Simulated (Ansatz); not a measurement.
# (KF)1(LiCl)3 [001] superlattice, started as rocksalt type: relaxing the cell for a phonon run

Aim: bring (KF)1(LiCl)3 [001] superlattice, started as rocksalt type to small forces and stress, as phonons need.

Main program and level: Ansatz 0.2.0; DFT LDA, scalar-relativistic, plane waves, PAW.

The structure was built from a prototype and need not be the compound's stable phase.

## 1. Starting point

It takes space group P4/mmm (No. 123, tetragonal). The conventional cell has a = 3.672 Å, b = 3.672 Å, c = 10.385 Å, α = 90.00°, β = 90.00°, γ = 90.00°. Nearest to Cl lie 5 Li at 2.60 Å and 1 K at 2.60 Å. Cl has 6 Li at 2.60 Å nearest. Nearest to F lie 2 Li at 2.60 Å and 4 K at 2.60 Å. Nearest to K lie 2 Cl at 2.60 Å and 4 F at 2.60 Å. Nearest to Li lie 5 Cl at 2.60 Å and 1 F at 2.60 Å. Nearest to Li lie 6 Cl at 2.60 Å. Farther neighbours and most contacts between anions are not listed.

## 2. A coarse first look

A quick single point on a coarse mesh tells whether the cell has a gap and how far it is from rest, which sets the k mesh and smearing that follow.

Contents of input.yaml:

```yaml
crystal:
  lattice:
    - [2.59625, 2.59625, 0.0]
    - [-2.59625, 2.59625, 0.0]
    - [0.0, 0.0, 10.385]
  atoms:
    - { symbol: Cl, position: [0.0, 0.0, 0.25] }
    - { symbol: Cl, position: [0.5, 0.5, 0.5] }
    - { symbol: Cl, position: [0.0, 0.0, 0.75] }
    - { symbol: F, position: [0.5, 0.5, 0.0] }
    - { symbol: K, position: [0.0, 0.0, 0.0] }
    - { symbol: Li, position: [0.5, 0.5, 0.25] }
    - { symbol: Li, position: [0.0, 0.0, 0.5] }
    - { symbol: Li, position: [0.5, 0.5, 0.75] }
kpoints:
  mp_grid: { grid: [6, 6, 2] }
hamiltonian:
  xc: lda
scf:
  occupations: { method: gaussian, width: 0.1 }
output:
  forces: true
  stress: true
  eigenvalues: true
```

Run with:

```sh
> ansatz run input.yaml --threads 4 --pin off --max-ram 14336MiB --backend cpu --events-out ev --progress --plain --runs-dir out
```

Numbers of over 12 decimals in the logs are rounded to 6 here.

The program printed:

```text
Engine: ansatz 0.2.0, aarch64-unknown-linux-gnu
Pseudopotentials: kind: paw
Pseudopotential: Cl, paw, valence charge 7, recommended cutoff 420 eV (normal), Cl.paw.azcp
Pseudopotential: F, paw, valence charge 7, recommended cutoff 420 eV (normal), F.paw.azcp
Pseudopotential: K, paw, valence charge 9, recommended cutoff 420 eV (normal), K.paw.azcp
[...]
k-point 0: bands = [... 19 lower, 1.0620, 1.2500, 1.2500, 1.4246, 7.0181, 8.6897, 8.7927, 9.2519, ... 3 higher]
  k-point 1: bands = [... 19 lower, 1.1303, 1.1303, 1.1805, 1.1805, 7.4586, 7.7279, 9.1902, 9.4615, ... 3 higher]
  k-point 2: bands = [... 19 lower, 0.9284, 0.9853, 1.2532, 1.3617, 7.5695, 8.7246, 8.7941, 9.5749, ... 3 higher]
  k-point 19: bands = [... 19 lower, 0.5955, 0.9529, 1.0443, 1.0443, 9.0932, 9.1245, 9.6806, 9.6806, ... 3 higher]
[key lines of the parts left out:]
SCF converged after 7 iterations
Free energy (F): -6040.314506 eV
Fermi energy:    4.221352 eV
P = ⅓ Tr σ = -1.1704 GPa (-11.704 kbar)
```

Elapsed: 1.3 s, on 4 threads of Arm Neoverse V2, shared host; peak memory 0.43 GiB.

A gap read on the k-mesh alone can miss the band edges.

Numbers from this step:

- pressure: -1.170 GPa
- gap on the k-mesh: 5.594 eV
- volume per atom: 17.50 Å³
- direct gap on mesh: 5.594 eV

The coarse mesh shows a gap of 5.59 eV and a pressure of -1.2 GPa.

## 3. Rough relaxation

The start is far from rest, so a relaxation with loose tolerances brings it close first.

input.yaml: that of step 2 with these lines changed.

```diff
@@ -24 +24,6 @@
   eigenvalues: true
+relax:
+  adjacent_minimum: "off"
+  f_tol: 0.05
+  max_steps: 80
+  cell: { stress_tol: 0.5 }
```

The program printed:

```text
[...]
Crystal: 8 atoms, lattice volume = 140.000 Å³
Basis set: ecut = 420 eV, 2755 PW (Γ)
Bands: 31, of which v1, the nominal top of the filled ones, is band 23 counted from 1 (22 counted from 0)
Symmetry: 16 space group operations
[...]
k-points: 20 of 72
[...]
- [-2.485621, 2.485621, 0.0]
    - [0.0, 0.0, 10.735307]
  atoms:
    - { symbol: Cl, position: [0, 0, 0.271121] }
    - { symbol: Cl, position: [0.500000, 0.500000, 0.5] }
    - { symbol: Cl, position: [0, 0, 0.728879] }
    - { symbol: F, position: [0.500000, 0.500000, 0.0] }
    - { symbol: K, position: [0, 0, 0.0] }
    - { symbol: Li, position: [0.500000, 0.500000, 0.268549] }
    - { symbol: Li, position: [0, 0, 0.5] }
    - { symbol: Li, position: [0.500000, 0.500000, 0.731451] }
[key lines of the parts left out:]
SCF converged after 5 iterations
Free energy (F): -6040.788659 eV
Fermi energy:    4.781531 eV
P = ⅓ Tr σ = 0.0792 GPa (0.792 kbar)
```

Wall time 8 s (4 threads); peak memory 0.46 GiB; 29 s of CPU time.

Relaxation path:

```csv
step,energy less that of the first step (eV),largest force component (eV/Å),pressure (GPa),volume (Å³)
1,0.0000,1.5210,-1.17,140.00
2,-0.4027,0.1553,-0.96,134.72
3,-0.4484,0.1141,0.06,131.50
4,-0.4741,0.0258,0.50,131.14
5,-0.4767,0.0355,0.12,132.65
6*,-0.4742,0.0355,0.08,132.65
```

Relaxation steps marked * repeat the geometry before them on a plane-wave basis chosen anew for their cell, so energy and pressure can jump there.

The run keeps the 16 symmetry operations that it works with, so distortions that break them were not tested.

```csv
"conventional cell, symmetrised",before,after,change
a (Å),3.672,3.515,-4.3 %
b (Å),3.672,3.515,-4.3 %
c (Å),10.385,10.735,+3.4 %
volume (Å³/atom),17.50,16.58,-5.2 %
```

The atoms that moved most (Å, as changes of fractional coordinates times the final cell):

```csv
atom,dx,dy,dz,length
Cl1,0.000,0.000,0.227,0.227
Cl3,0.000,0.000,-0.227,0.227
Li6,0.000,0.000,0.199,0.199
Li8,0.000,0.000,-0.199,0.199
```

Numbers from this step:

```
pressure           : 0.07916 GPa
gap on the k-mesh  : 5.983 eV
volume per atom    : 16.58 Å³
direct gap on mesh : 5.983 eV
```

In this step the volume went from 17.50 to 16.58 Å³/atom.

## 4. Relaxation

Harmonic phonons are second derivatives at a point where the forces vanish, and they are wanted at zero stress, so atoms and cell are relaxed first.

Contents of input.yaml:

```yaml
crystal:
  lattice:
    - [2.4856208241, 2.4856208241, 0.0]
    - [-2.4856208241, 2.4856208241, 0.0]
    - [0.0, 0.0, 10.7353072977]
  atoms:
    - { symbol: Cl, position: [0.0, 0.0, 0.2711209363] }
    - { symbol: Cl, position: [0.5, 0.5, 0.5] }
    - { symbol: Cl, position: [0.0, 0.0, 0.7288790637] }
    - { symbol: F, position: [0.5, 0.5, 0.0] }
    - { symbol: K, position: [0.0, 0.0, 0.0] }
    - { symbol: Li, position: [0.5, 0.5, 0.2685485886] }
    - { symbol: Li, position: [0.0, 0.0, 0.5] }
    - { symbol: Li, position: [0.5, 0.5, 0.7314514114] }
kpoints:
  mp_grid: { grid: [6, 6, 2] }
hamiltonian:
  xc: lda
scf:
  occupations: { method: gaussian, width: 0.02 }
output:
  forces: true
  stress: true
  eigenvalues: true
  write_density: true
  write_potential: true
  elf: true
  volumetric_format: npy
relax:
  adjacent_minimum: "off"
  f_tol: 0.005
  max_steps: 80
  cell: { stress_tol: 0.05 }
```

The program printed:

```text
[...]
Crystal: 8 atoms, lattice volume = 132.652 Å³
Basis set: ecut = 420 eV, 2591 PW (Γ)
Bands: 31, of which v1, the nominal top of the filled ones, is band 23 counted from 1 (22 counted from 0)
[... 1 set-up line as in the run before ...]
[...]
k-points: 20 of 72
[...]
SCF iter   1: F=—  HF=-6040.838665 eV  |F-HF|=—  |Δ(HF+E_count)|=         —  Δρ=1.14e-2  dr2=1.34e-1  ethr=1.77e-3  ⟨swp⟩=7.7  Hψ=2974  notcnv=0
[...]
SCF iter   7: F=-6040.788659 eV  HF=-6040.788659 eV  |F-HF|=8.80e-9  |Δ(HF+E_count)|=   1.18e-8  Δρ=2.86e-6  dr2=1.82e-8  ethr=2.17e-10  ⟨swp⟩=12.8  Hψ=4076  notcnv=0
SCF 1 converged in 7 iterations: F = -6040.788659 eV  dr2 = 1.82e-8
[...]
relax step   1: F+E_penalty+E_count = -6040.78865945 eV  Δ(F+E_penalty+E_count) = +0.000e0 eV  max|allowed force component| = 3.551e-2 eV/Å  Δτ_max = 0.0000 Å  P = +0.079 GPa  Ω = 132.652 Å³  (7 SCF iters, dr2 threshold 1.00e-7 eV, accepted)
Crystal: 8 atoms, lattice volume = 133.213 Å³
Basis set: ecut = 420 eV, 2593 PW (Γ)
[...]
SCF iter   5: F=-6040.788697 eV  HF=-6040.788697 eV  |F-HF|=1.87e-8  |Δ(HF+E_count)|=   4.60e-8  Δρ=8.08e-6  dr2=6.27e-8  ethr=4.13e-10  ⟨swp⟩=9.2  Hψ=3853  notcnv=0
SCF 2 converged in 5 iterations: F = -6040.788697 eV  dr2 = 6.27e-8
relax step   2: F+E_penalty+E_count = -6040.78869676 eV  Δ(F+E_penalty+E_count) = -3.730e-5 eV  max|allowed force component| = 3.151e-2 eV/Å  Δτ_max = 0.0146 Å  P = -0.033 GPa  Ω = 133.213 Å³  energy of the carried Pulay correction = -4.622e-4 eV  (5 SCF iters, dr2 threshold 1.90e-7 eV, accepted)
Crystal: 8 atoms, lattice volume = 133.071 Å³
[...]
SCF iter   4: F=-6040.788998 eV  HF=-6040.788998 eV  |F-HF|=7.73e-9  |Δ(HF+E_count)|=   2.63e-7  Δρ=6.41e-6  dr2=4.58e-8  ethr=1.35e-10  ⟨swp⟩=6.5  Hψ=3823  notcnv=0
SCF 3 converged in 4 iterations: F = -6040.788998 eV  dr2 = 4.58e-8
relax step   3: F+E_penalty+E_count = -6040.78899766 eV  Δ(F+E_penalty+E_count) = -3.009e-4 eV  max|allowed force component| = 7.813e-3 eV/Å  Δτ_max = 0.0051 Å  P = -0.003 GPa  Ω = 133.071 Å³  energy of the carried Pulay correction = -3.449e-4 eV  (4 SCF iters, dr2 threshold 6.20e-8 eV, accepted)
[...]
relax step   4: F+E_penalty+E_count = -6040.78902875 eV  Δ(F+E_penalty+E_count) = -3.109e-5 eV  max|allowed force component| = 2.168e-3 eV/Å  Δτ_max = 0.0012 Å  P = +0.000 GPa  Ω = 133.071 Å³  energy of the carried Pulay correction = -3.451e-4 eV  (5 SCF iters, dr2 threshold 3.82e-9 eV, accepted)
[...]
SCF iter   4: F=-6040.789340 eV  HF=-6040.789340 eV  |F-HF|=2.36e-11  |Δ(HF+E_count)|=   2.09e-9  Δρ=1.93e-7  dr2=5.79e-11  ethr=1.00e-12  ⟨swp⟩=4.6  Hψ=2950  notcnv=0
SCF 5 converged in 4 iterations: F = -6040.789340 eV  dr2 = 5.79e-11
relax step   5: F+E_penalty+E_count = -6040.78933961 eV  Δ(F+E_penalty+E_count) = -3.109e-4 eV  max|allowed force component| = 2.164e-3 eV/Å  Δτ_max = 0.0000 Å  P = +0.005 GPa  Ω = 133.071 Å³  stress off target by 4.33e-2 GPa  SCF on the basis re-selected at this cell (its energy is not comparable with the rows above)  (4 SCF iters)
basis re-selected at this cell: Δ(F+E_penalty+E_count) = -3.109e-4 eV, ΔP = +0.005 GPa vs the last step (what re-selecting the basis moved, of the pressure what is left beyond the Pulay correction that the steps carried, after the strain that the cell walked since its last selection, with what the two solves' SCF thresholds leave and, on support functions, any second-order correction that the steps lacked; it is no measure of the basis error at this ecutwfc). The dense FFT grid was sized anew with the basis: this SCF ran on 24×24×75 points, the steps before it on 24×24×72, so part of this shift can come from that change (see relax.cell in the input reference). [rest of the remark cut]
SCF converged after 4 iterations
Free energy (F): -6040.789340 eV
[...]
Internal energy: -6040.789340 eV  (E = F + TS)
E sigma→0 (E₀):  -6040.789340 eV
Fermi energy:    4.747697 eV
[...]
--- Forces (eV/Å), atoms counted from 1 ---
  atom   1  Cl    -0.00000000     0.00000000    -0.00216438
  atom   2  Cl    -0.00000000     0.00000000     0.00000000
  atom   3  Cl    -0.00000000     0.00000000     0.00216438
  atom   4  F      0.00000000    -0.00000000     0.00000000
  atom   5  K      0.00000000    -0.00000000     0.00000000
  atom   6  Li     0.00000000    -0.00000000    -0.00045350
  atom   7  Li     0.00000000    -0.00000000     0.00000000
  atom   8  Li     0.00000000    -0.00000000     0.00045350
  max |Σ_I F_I| component: 3.35e-29 eV/Å
--- Stress (GPa, compression-positive) ---
       -0.014058      -0.000000       0.000000
       -0.000000      -0.014058       0.000000
        0.000000       0.000000       0.043346
  P = ⅓ Tr σ = 0.0051 GPa (0.051 kbar)
--- Band table (eV; the first three rows and the last of 20) ---
  k-point 0: bands = [... 19 lower, 1.6617, 1.7002, 1.7694, 1.7694, 7.7259, 9.2935, 9.8389, 9.9889, ... 4 higher]
  k-point 1: bands = [... 19 lower, 1.6800, 1.6800, 1.7486, 1.7486, 8.0720, 8.6080, 9.9903, 10.1133, ... 4 higher]
  k-point 2: bands = [... 19 lower, 1.5076, 1.5853, 1.6596, 1.7326, 8.2519, 9.2354, 9.8640, 10.0474, ... 4 higher]
  k-point 19: bands = [... 19 lower, 0.9704, 1.2671, 1.7275, 1.7275, 9.6671, 9.7801, 10.0844, 10.0844, ... 4 higher]
--- Relaxed structure (4 steps of the walk, 4 accepted, 1 SCFs on fresh bases) ---
[...]
cell:  # Å, volume = 133.0709 Å³
    - [2.484619, 2.484619, 0.0]
    - [-2.484619, 2.484619, 0.0]
    - [0.0, 0.0, 10.777881]
  atoms:
    - { symbol: Cl, position: [0, 0, 0.271892] }
    - { symbol: Cl, position: [0.500000, 0.500000, 0.500000] }
    - { symbol: Cl, position: [0, 0, 0.728108] }
    - { symbol: F, position: [0.500000, 0.500000, 0] }
    - { symbol: K, position: [0, 0, 0] }
    - { symbol: Li, position: [0.500000, 0.500000, 0.269187] }
    - { symbol: Li, position: [0, 0, 0.500000] }
    - { symbol: Li, position: [0.500000, 0.500000, 0.730813] }
```

It took 5.9 s on 4 threads; peak memory 0.46 GiB.

Step by step:

```csv
step,energy less that of the first step (eV),largest force component (eV/Å),pressure (GPa),volume (Å³)
1,0.0000,0.0355,0.08,132.65
2,0.0000,0.0315,-0.03,133.21
3,-0.0003,0.0078,0.00,133.07
4,-0.0004,0.0022,0.00,133.07
5*,-0.0007,0.0022,0.01,133.07
```

Relaxation steps marked * repeat the geometry before them on a plane-wave basis chosen anew for their cell, so energy and pressure can jump there.

Forces are held to the 16 operations that the run works with; a distortion that breaks them can't arise in this run.

```csv
"conventional cell, symmetrised",before,after,change
a (Å),3.515,3.514,-0.0 %
b (Å),3.515,3.514,-0.0 %
c (Å),10.735,10.778,+0.4 %
volume (Å³/atom),16.58,16.63,+0.3 %
```

This step gave:

```
pressure           : 0.005077 GPa
gap on the k-mesh  : 5.957 eV
volume per atom    : 16.63 Å³
direct gap on mesh : 5.957 eV
```

Valence density in the ac plane at fractional y = 0.000, with atoms of Cl and K and Li within 0.2 Å of it. It is the smooth field of the valence electrons, not physical close to the nuclei.

Values in e/Å³, 24 rows by 14 columns, each cell a mean:
```
3.8 3.4 2.3 1.0 0.3 0.1 0.0 0.0 0.0 0.1 0.4 1.2 2.5 3.5
1.4 1.2 0.7 0.3 0.1 0.0 0.0 0.0 0.0 0.1 0.1 0.4 0.8 1.2
0.2 0.2 0.1 0.1 0.0 0.0 0.0 0.0 0.0 0.0 0.0 0.1 0.1 0.2
0.2 0.2 0.2 0.1 0.1 0.0 0.0 0.0 0.0 0.0 0.1 0.1 0.2 0.2
1.1 0.9 0.7 0.4 0.2 0.1 0.1 0.0 0.1 0.1 0.2 0.4 0.7 1.0
1.3 1.5 1.5 0.9 0.4 0.2 0.1 0.1 0.1 0.2 0.5 1.1 1.6 1.5
0.4 1.2 1.7 1.1 0.5 0.2 0.1 0.1 0.1 0.2 0.6 1.3 1.7 1.0
1.6 1.6 1.2 0.7 0.3 0.1 0.1 0.1 0.1 0.2 0.4 0.8 1.3 1.6
0.6 0.5 0.4 0.2 0.1 0.1 0.0 0.0 0.0 0.1 0.1 0.3 0.4 0.6
0.2 0.1 0.1 0.1 0.1 0.0 0.0 0.0 0.0 0.0 0.1 0.1 0.1 0.1
0.9 0.5 0.1 0.1 0.0 0.0 0.1 0.1 0.1 0.0 0.0 0.1 0.2 0.6
7.0 4.0 0.9 0.1 0.1 0.1 0.1 0.1 0.1 0.1 0.1 0.1 1.3 4.7
3.9 2.1 0.5 0.1 0.1 0.1 0.1 0.1 0.1 0.1 0.1 0.1 0.7 2.6
0.2 0.1 0.1 0.1 0.0 0.0 0.0 0.0 0.0 0.0 0.0 0.1 0.1 0.1
0.3 0.3 0.2 0.1 0.1 0.0 0.0 0.0 0.0 0.1 0.1 0.1 0.2 0.3
1.1 1.0 0.7 0.4 0.2 0.1 0.1 0.0 0.1 0.1 0.2 0.5 0.8 1.0
1.2 1.6 1.6 0.9 0.4 0.2 0.1 0.1 0.1 0.2 0.5 1.1 1.6 1.5
0.4 1.2 1.7 1.1 0.5 0.2 0.1 0.1 0.1 0.2 0.6 1.3 1.7 1.0
1.5 1.5 1.2 0.6 0.3 0.1 0.1 0.1 0.1 0.2 0.4 0.8 1.3 1.5
0.6 0.5 0.4 0.2 0.1 0.1 0.0 0.0 0.0 0.1 0.1 0.3 0.4 0.5
0.2 0.1 0.1 0.1 0.0 0.0 0.0 0.0 0.0 0.0 0.0 0.1 0.1 0.1
0.5 0.4 0.3 0.1 0.1 0.0 0.0 0.0 0.0 0.0 0.1 0.2 0.3 0.4
2.6 2.2 1.3 0.6 0.2 0.1 0.0 0.0 0.0 0.1 0.2 0.7 1.5 2.3
4.2 3.9 2.8 1.2 0.4 0.1 0.0 0.0 0.1 0.1 0.5 1.5 3.1 4.0
```
Columns run along a (3.5 Å), rows up along c (10.8 Å). Atoms in or near the plane, at fractional coordinates: Cl at (0.00, 0.27), Cl at (0.00, 0.73), K at (0.00, 0.00), Li at (0.00, 0.50).

ELF in the ac plane at fractional y = 0.000, with atoms of Cl and K and Li within 0.2 Å of it. It is the smooth field of the valence electrons, not physical close to the nuclei.

Ten even steps from '_' (0.06 × 1e-1) to '@' (9.73 × 1e-1), each cell a mean:
```
##%%%%%%++..______..**%%%%%%
%%####++::__________::++##%%
::....__________________....
====----::________..::--====
%%%%%%%%**--..__..==##%%%%%%
**##%%%%%%++..__::**%%%%%%##
--++%%%%%%++..__::**%%%%##++
%%%%%%%%##==..__..++##%%%%%%
%%%%##**--..______..==**%%%%
----::..______________..::--
--::______________________::
@@@@==__________________++@@
%%**::__________________--##
..__________________________
****++--..__________::==++**
%%%%%%##++::______--**%%%%%%
**##%%%%##++..__::++%%%%%%##
--++%%%%%%++..__::**%%%%##++
%%%%%%%%##==..__::++##%%%%%%
%%####**==::______--++**##%%
......________________......
++==--::______________::--==
%%%%%%##--________..==##%%%%
**##%%%%++..______::**%%%%##
```
Columns run along a (3.5 Å), rows up along c (10.8 Å). Atoms in or near the plane, at fractional coordinates: Cl at (0.00, 0.27), Cl at (0.00, 0.73), K at (0.00, 0.00), Li at (0.00, 0.50).

Electrostatic potential energy in the ac plane at fractional y = 0.000, with atoms of Cl and K and Li within 0.2 Å of it. With pseudopotentials it is smooth inside the atoms' cores, unlike the true potential.

Ten even steps from '0' (-47 eV) to '9' (8 eV), each cell a mean:
```
01368999998531
56789999999876
99999999999999
99999999999999
66899999999976
01379999998620
00168999998410
12589999999742
88999999999998
99999999999999
67899999999986
23689999999853
45689999999864
88999999999988
99999999999999
56899999999876
00369999998620
00168999998510
23589999999752
88999999999998
99999999999999
88899999999988
33579999998753
00268999998520
```
Columns run along a (3.5 Å; values clipped at the 3rd and 97th percentile), rows up along c (10.8 Å). Atoms in or near the plane, at fractional coordinates: Cl at (0.00, 0.27), Cl at (0.00, 0.73), K at (0.00, 0.00), Li at (0.00, 0.50).

In this step the volume went from 16.58 to 16.63 Å³/atom.

## 5. Relaxing to small forces for the phonons

Phonons need a cell at rest on their own settings, so the relaxation is repeated with tight tolerances on forces and stress, using the mesh and the filling of the phonon run that follows.

Contents of input.yaml:

```yaml
crystal:
  lattice:
    - [2.4846192416, 2.4846192416, 0.0]
    - [-2.4846192416, 2.4846192416, 0.0]
    - [0.0, 0.0, 10.7778808286]
  atoms:
    - { symbol: Cl, position: [0.0, 0.0, 0.2718922035] }
    - { symbol: Cl, position: [0.5, 0.5, 0.5] }
    - { symbol: Cl, position: [0.0, 0.0, 0.7281077965] }
    - { symbol: F, position: [0.5, 0.5, 0.0] }
    - { symbol: K, position: [0.0, 0.0, 0.0] }
    - { symbol: Li, position: [0.5, 0.5, 0.2691867856] }
    - { symbol: Li, position: [0.0, 0.0, 0.5] }
    - { symbol: Li, position: [0.5, 0.5, 0.7308132144] }
kpoints:
  mp_grid: { grid: [8, 8, 2] }
hamiltonian:
  xc: lda
scf:
  occupations: { method: fixed }
output:
  forces: true
  stress: true
  eigenvalues: true
relax:
  adjacent_minimum: "off"
  f_tol: 0.001
  max_steps: 60
  cell: { stress_tol: 0.01 }
```

The program printed:

```text
[...]
Crystal: 8 atoms, lattice volume = 133.071 Å³
Basis set: ecut = 420 eV, 2593 PW (Γ)
Bands: 31, of which v1, the nominal top of the filled ones, is band 23 counted from 1 (22 counted from 0)
[... 1 set-up line as in the run before ...]
[...]
k-points: 30 of 128
[...]
- [2.483730, 2.483730, 0.0]
    - [-2.483730, 2.483730, 0.0]
    - [0.0, 0.0, 10.788745]
  atoms:
    - { symbol: Cl, position: [0, 0, 0.271848] }
    - { symbol: Cl, position: [0.5, 0.5, 0.500000] }
    - { symbol: Cl, position: [0, 0, 0.728152] }
    - { symbol: F, position: [0.5, 0.5, 0.0] }
    - { symbol: K, position: [0, 0, 0.0] }
    - { symbol: Li, position: [0.5, 0.5, 0.269280] }
    - { symbol: Li, position: [0, 0, 0.500000] }
    - { symbol: Li, position: [0.5, 0.5, 0.730720] }
[key lines of the parts left out:]
SCF converged after 6 iterations
Free energy (F): -6040.789583 eV
Fermi energy:    1.770629 eV
P = ⅓ Tr σ = 0.0025 GPa (0.025 kbar)
```

It took 8 s on 4 threads; peak memory 0.47 GiB.

Relaxation path:

```csv
step,energy less that of the first step (eV),largest force component (eV/Å),pressure (GPa),volume (Å³)
1,0.0000,0.0022,0.00,133.07
2,0.0000,0.0030,0.00,133.11
3,0.0000,0.0062,0.00,133.11
4,0.0000,0.0004,0.00,133.11
5*,0.0000,0.0004,0.00,133.11
```

Relaxation steps marked * repeat the geometry before them on a plane-wave basis chosen anew for their cell, so energy and pressure can jump there.

The run keeps the 16 symmetry operations that it works with, so distortions that break them were not tested.

```csv
"conventional cell, symmetrised",before,after,change
a (Å),3.514,3.513,-0.0 %
b (Å),3.514,3.513,-0.0 %
c (Å),10.778,10.789,+0.1 %
volume (Å³/atom),16.63,16.64,+0.0 %
```

The relaxed structure:

```xyz
8
Lattice="2.4837 2.4837 0.0000 -2.4837 2.4837 0.0000 0.0000 0.0000 10.7887" Properties=species:S:1:pos:R:3 pbc="T T T"
Cl    0.0000    0.0000    2.9329
Cl    0.0000    2.4837    5.3944
Cl    0.0000    0.0000    7.8558
F     0.0000    2.4837    0.0000
K     0.0000    0.0000    0.0000
Li    0.0000    2.4837    2.9052
Li    0.0000    0.0000    5.3944
Li    0.0000    2.4837    7.8836
```

Numbers from this step:

```yaml
pressure: 0.002548 GPa
gap_on_the_k_mesh: 5.953 eV
volume_per_atom: 16.64 Å³
direct_gap_on_mesh: 5.953 eV
```

The largest force component left is 0.36 meV/Å and the pressure is 0.003 GPa, within the tolerances set. The cell now holds 16.64 Å³/atom.

## 6. Summary of results

| Item | Value |
| --- | --- |
| space group after relaxation (within 0.01 Å) | P4/mmm |
| lattice constant a | 3.513 Å |
| lattice constant b | 3.513 Å |
| lattice constant c | 10.789 Å |
| volume per atom | 16.6 Å³ |
| gap on the k-mesh | 5.95 eV |

**Reading.** The largest force component left is 0.36 meV/Å and the pressure is 0.003 GPa, within the tolerances set. The cell now holds 16.64 Å³/atom. The relaxation keeps the symmetry of its start, so it says nothing on stability against lower symmetry. The starting cell was built on a prototype and not taken from a measurement, so the phase need not exist.

[Logs are printed without paths, hosts, clocks, repeated set-up lines and the standing remarks that a program may print on its own settings, such as how far it seeks lower states.]

[Hosts, paths, dates, database ids (printed as entryN), source tags and the programs' standing remarks are cut or masked in the printed files.]
